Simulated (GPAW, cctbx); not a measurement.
# By hand: from a DFT structure factor to an extinction distance in BaAgS2

BaAgS2, Cmcm (no. 63), a = 4.4306 Å, b = 20.8115 Å, c = 4.9390 Å, α = 90.00°, β = 90.00°, γ = 90.00°.

| atom | mult. | x | y | z |
| --- | --- | --- | --- | --- |
| Ba1 | 4 | 1/2 | 0.8345 | 3/4 |
| Ag1 | 4 | 1/2 | 0.5664 | 3/4 |
| S1 | 4 | 0 | 0.9489 | 3/4 |
| S2 | 4 | 1/2 | 0.6832 | 3/4 |

The start was made by putting kin elements into a known structure type; the compound need not exist, or be stable, in this form.

A DFT run (GPAW, PBE, 450 eV, 5×4×5 k-points (along the axes of the calculation cell), Fermi–Dirac width 0.05 eV) gives the static X-ray structure factor of 041 as 228.114 e for the conventional cell; superposed free atoms give 230.417 e. **Problem.** Find the Fourier component V of the crystal potential and the two-beam extinction distance at 120 kV in both cases.

### 1. Geometry

The cell volume is Ω = 455.41 Å³ and d(041) = 3.5821 Å, so g = 1/d = 0.2792 Å⁻¹.

### 2. The nuclei

Electrons feel nuclei as well as electrons, so the nuclear charges are summed with the same phases.

Phase sums Σ exp(2πi h·x), turned so that the total is real and positive: Ba +3.404, Ag +3.981, S -7.813. Then F_Z = 56 × (+3.404) + 47 × (+3.981) + 16 × (-7.813) = 252.75 e. The electron term has the same sign for this reflection.

### 3. Mott–Bethe

Poisson's equation, term by term, gives V = (e/4πε₀)(F_Z − F)/(πΩg²), with e/4πε₀ = 14.3996 V Å.

The prefactor is 14.3996 × 3.5821²/(π × 455.41) = 0.12914 V per electron. Free atoms: (252.75 − 230.417) × 0.12914 = 2.884 V. Crystal: (252.75 − 228.114) × 0.12914 = 3.181 V. F changes by -1.00 % and V by +10.3 %: the same 2.30 e is measured against F_Z − F = 22.3 e in place of F = 230.4 e.

### 4. Extinction distance

In the two-beam case ξ = 1/(λU) with U = 2γm₀eV/h², that is ξ = 150.41 V Å²/(γλV).

At 120 kV, λ = 0.03349 Å and γ = 1.2348. Free atoms: ξ = 1261 Å. Crystal: ξ = 1143 Å. The thickness fringes go as sin²(πt/ξ), so the two patterns slip by a quarter of a period when t|1/ξ₁ − 1/ξ₀| = 1/4, at t ≈ 306 nm. Thermal motion, absorption and many-beam coupling, left out here, change a real pattern.

### 5. Answer

V(041) is 3.18 V against 2.88 V, and ξ is 1143 against 1261 Å. Limits: static atoms, two beams.
